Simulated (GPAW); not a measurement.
# The O K excitation threshold of MnO2 (P-3m1) under uniform strain

For each volume the threshold was computed as E(hole) − E(ground) plus the lowest empty eigenvalue of the hole cell (GPAW, LDA + U, 12-atom cell, total energies on 3×3×3 k points, the eigenvalue on 4×4×4, hole spin-polarised). The values are raw; only their change is used. The threshold is the spectrum's zero, where absorption may be weak, not the visible edge.

| volume | ln(V/V₀) | threshold (eV) |
| --- | --- | --- |
| V × 0.91 | -0.09431 | 525.353 |
| V × 0.94 | -0.06188 | ? |
| V × 1 | +0.00000 | 524.674 |
| V × 1.03 | +0.02956 | 524.469 |

Fit a straight line in ln(V/V₀), give its slope, and predict the threshold at V × 0.94.

The means of the given rows are x̄ = -0.02158 and Ē = 524.832 eV. Σ(x − x̄)(E − Ē) = -0.05987 and Σ(x − x̄)² = 0.008371, so the slope is -7.15 eV, and the line passes the given rows within 0.004 eV. At x = -0.06188 it gives 524.832 + (-7.15) × (-0.04030) = 525.120 eV. The run gives 525.117 eV, a miss of +0.003 eV over a total move of -0.884 eV. The slope is the clamped-ion volume deformation potential of the lowest empty level of the hole cell on this mesh (the hole may pull it below the band edge) against the O 1s level, with the hole's relaxation included: the threshold falls by 0.072 eV for 1 % of expansion. The charged cell's image error also scales with the cell's size and isn't taken out.

[Hosts, paths, dates, database ids (printed as entryN), source tags and the programs' standing remarks are cut or masked in the printed files.]

[Lists of maxima count a maximum above −3 eV only where it reaches 4 % of the highest in the window and stands out from its surroundings by 2 % of it (1.5 % where it reaches 55 %); shoulders and weaker maxima are passed over, and of the rest the first, up to two pre-edge ones and the few strongest are named.]
